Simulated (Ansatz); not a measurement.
# How thick a slab does the work function of Rh need?

Slabs of Rh from 1 to 13 layers are run on 3 faces. From which thickness on does the work function stay within 0.05 eV of the thickest slab's, and does that depend on the face?

How it was computed: Ansatz 0.2.0, plane waves with PAW datasets (its set soft_2), PBE; symmetric slabs at bulk places and the tabulated experimental lattice constant, 18 Å of vacuum, one k-mesh a face (spacing 0.16 Å⁻¹, 2π included), Fermi-Dirac smearing of 0.1 eV.

The runs side by side:

```
layers  Rh(100) (eV)  Rh(110) (eV)  Rh(111) (eV)
     1         5.595         5.309         5.923
     2         5.125         4.796         5.191
     3         4.977         4.608         5.099
     4         5.077         4.671         5.180
     5         5.073         4.572         5.173
     6         5.061         4.605         5.159
     7         5.055         4.678         5.165
     8         5.061         4.600         5.171
    10         5.059         4.660         5.167
    13         5.058         4.644         5.165
```

**Reading.** Within 0.05 eV of the 13-layer value: Rh(100) from 4 layers on, Rh(110) from 6 layers on and Rh(111) from 4 layers on. In length between the outer atoms these thicknesses are 5.7 Å, 6.7 Å and 6.6 Å; counted in length, the faces lie within 20 % of each other. From four layers on the values span 0.020 to 0.107 eV, most on Rh(110). Thirteen layers cost about 8 times the CPU time of four.

Caveats: The 13-layer slab is the reference and is itself not proved converged. Thicknesses missing from the table have no sound run at this vacuum, and where values alternate they could fall outside the band. The smearing damps swings with thickness. The slabs are unrelaxed and unreconstructed, and the CPU ratio is rough.

[Logs are printed without paths, hosts, clocks, repeated set-up lines and the standing remarks that a program may print on its own settings, such as how far it seeks lower states.]
